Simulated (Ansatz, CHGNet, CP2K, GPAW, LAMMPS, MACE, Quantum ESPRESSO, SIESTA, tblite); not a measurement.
## Finding the fault: CP2K, liquid (Rb,Cs)Cl at 1000 K (84 atoms)

Program: CP2K 2026.2, a calculation on a cell of 25 Rb, 17 Cs and 42 Cl, 45.1 Å³ an atom.

File input.inp:

```
&GLOBAL
  PROJECT cell
  RUN_TYPE ENERGY_FORCE
  PRINT_LEVEL LOW
&END GLOBAL
&FORCE_EVAL
  METHOD QS
  STRESS_TENSOR ANALYTICAL
  &DFT
    BASIS_SET_FILE_NAME BASIS_MOLOPT
    POTENTIAL_FILE_NAME GTH_POTENTIALS
    &MGRID
      CUTOFF 350
      REL_CUTOFF 50
    &END MGRID
    &QS
      EPS_DEFAULT 1.0E-12
    &END QS
    &SCF
      SCF_GUESS ATOMIC
      EPS_SCF 1.0E-06
      MAX_SCF 50
      &DIAGONALIZATION
        ALGORITHM STANDARD
      &END DIAGONALIZATION
      &SMEAR ON
        METHOD FERMI_DIRAC
        ELECTRONIC_TEMPERATURE [K] 580
      &END SMEAR
      &MIXING
        METHOD BROYDEN_MIXING
        ALPHA 0.3
        NBROYDEN 8
      &END MIXING
      &PRINT
        &RESTART OFF
        &END RESTART
      &END PRINT
    &END SCF
    &XC
      &XC_FUNCTIONAL PBE
      &END XC_FUNCTIONAL
    &END XC
    &PRINT
      &MULLIKEN ON
      &END MULLIKEN
      &LOWDIN ON
      &END LOWDIN
      &MO ON
        EIGENVALUES T
        OCCUPATION_NUMBERS T
        MO_INDEX_RANGE 325 336
        &EACH
          QS_SCF 0
        &END EACH
        ADD_LAST NUMERIC
      &END MO
    &END PRINT
  &END DFT
  &SUBSYS
    &CELL
      A 15.58600 0.00000 0.00000
      B 0.00000 15.58600 0.00000
      C 0.00000 0.00000 15.58600
    &END CELL
    &COORD
      Rb 9.02227 3.63824 5.95946
      Rb 14.50418 9.62654 3.97505
      Rb 7.80905 14.57665 1.87796
      Rb 7.11485 7.86922 8.91800
      Rb 15.06387 12.83601 7.01136
      Rb 2.43391 13.96552 9.93919
      Rb 8.22504 11.77460 11.39570
      Rb 5.39166 14.97503 13.80140
      Rb 10.14929 2.37344 0.75701
      Rb 15.56699 3.94326 1.70339
[... 70 atom lines left out ...]
      Cl 4.31420 13.97441 7.31030
      Cl 5.01324 4.16022 5.49204
      Cl 0.59414 11.29175 9.82464
      Cl 1.39074 8.27835 5.37951
    &END COORD
    &KIND Rb
      BASIS_SET DZVP-MOLOPT-SR-GTH-q9
      POTENTIAL GTH-PBE-q9
    &END KIND
    &KIND Cs
      BASIS_SET DZVP-MOLOPT-SR-GTH-q9
      POTENTIAL GTH-PBE-q9
    &END KIND
    &KIND Cl
      BASIS_SET DZVP-MOLOPT-SR-GTH-q7
      POTENTIAL GTH-PBE-q7
    &END KIND
  &END SUBSYS
  &PRINT
    &FORCES ON
    &END FORCES
    &STRESS_TENSOR ON
    &END STRESS_TENSOR
  &END PRINT
&END FORCE_EVAL
```

The run is started by

```console
$ OMP_NUM_THREADS=2 cp2k.psmp -i input.inp > output.txt
```

What it wrote:

```text
CP2K| version string:                                       CP2K version 2026.2
 CP2K| Input file name                                                 input.inp
 GLOBAL| Basis set file name                                        BASIS_MOLOPT
 GLOBAL| Potential file name                                      GTH_POTENTIALS
 GLOBAL| Run type                                                   ENERGY_FORCE
 GLOBAL| Total number of message passing processes                             1
 GLOBAL| Number of threads for this process                                    2
 *   ___                                                                       *
 *  /   \                                                                      *
 * [ABORT]                                                                     *
 *  \___/             Extra MOs (ADDED_MOS) are required for smearing          *
 *    |                                                                        *
 *  O/|                                                                        *
 * /| |                                                                        *
```

The job ended after 0.67 s (2 threads of Arm Neoverse V2, shared host; peak memory 0.2 GiB; 0.67 s of CPU time).

Banners, paths, timers and routine set-up lines are dropped from the logs unmarked, and long logs keep their key lines alone; longer cuts are marked.

Q: Find the fault and mend it.

Smearing without added orbitals: added orbitals 0. Mend: give ADDED_MOS, enough empty orbitals to hold the smearing.

The program stopped at the start.

[Also dropped from logs without a mark: logging warnings of Python, and SIESTA's first energy breakdown and zero terms.]

[Logs are printed without paths, hosts, clocks, repeated set-up lines and the standing remarks that a program may print on its own settings, such as how far it seeks lower states.]

[Hosts, paths, dates, database ids (printed as entryN), source tags and the programs' standing remarks are cut or masked in the printed files.]
